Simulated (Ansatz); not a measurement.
MgO (Fm-3m): refractive index against wavelength

The refractive index of MgO (Fm-3m) below the direct gap (4.71 eV on the mesh) is read from one computed spectrum, n = √(Re ε).

The structure is cubic, space group Fm-3m (No. 225). Conventional cell: a = 4.217 Å, b = 4.217 Å, c = 4.217 Å, α = 90.00°, β = 90.00°, γ = 90.00°. Mg on site a has 6 O at 2.11 Å as nearest neighbours. O on site b is surrounded by 6 Mg at 2.11 Å.

Method: Ansatz 0.2.0, PBE, independent particles, k-mesh 14×14×14 with interpolation inside its cells, Gaussian parameter 0.2 eV.

Launch of the response step: `ansatz run input.yaml --threads 4 --pin off --max-ram 8192MiB --backend cpu --events-out ev --progress --plain --runs-dir out`. The run took 3 s, on 4 threads of Intel(R) Xeon(R) Platinum 8488C (Sapphire Rapids), on a shared host.

| wavelength (nm) | photon energy E (eV) | n |
| --- | --- | --- |
| 1064 | 1.165 | 1.8145 |
| 850 | 1.459 | 1.8193 |
| 700 | 1.771 | 1.8258 |
| 633 | 1.959 | 1.8304 |
| 532 | 2.331 | 1.8413 |
| 450 | 2.755 | 1.8572 |
| 405 | 3.061 | ? |

In the single-oscillator model n² − 1 = E₀E_d/(E₀² − E²), so 1/(n² − 1) = E₀/E_d − E²/(E₀E_d) is linear in E².

Working, on the rows shown:

| x = E² (eV²) | y = 1/(n² − 1) |
| --- | --- |
| 1.35784 | 0.436222 |
| 2.12762 | 0.432928 |
| 3.13716 | 0.428532 |
| 3.83641 | 0.425466 |
| 5.43137 | 0.418343 |
| 7.59115 | 0.408298 |

Means: x̄ = 3.9136, ȳ = 0.42496. Σ(x − x̄)(y − ȳ) = -0.1171, Σ(x − x̄)² = 26.16. Slope = -0.1171 / 26.16 = -0.004478; intercept = ȳ − slope · x̄ = 0.44249. Turned back into n, the line misses the rows shown by at most 0.00032.

Fill in the last column of the withheld row.

At x = 9.3718 the line gives y = 0.40052, that is 1.8700. The run gave 1.8714, so the extrapolation is off by 0.0014, 3 % of the range in the table.

Refitted with all rows, the slope is -0.004556 and the intercept 0.44273. These give E₀ = √(intercept/−slope) = 9.86 eV and E_d = E₀/intercept = 22.3 eV; E₀ is 2.1 times the direct gap. The electronic limit at long wavelengths, without lattice vibrations, is n = √(1 + 1/intercept) = 1.805. The cell comes from an older database entry, whose edges can be off by a per cent or so. Excitons are left out and so are local fields; PBE gaps are as a rule too small.
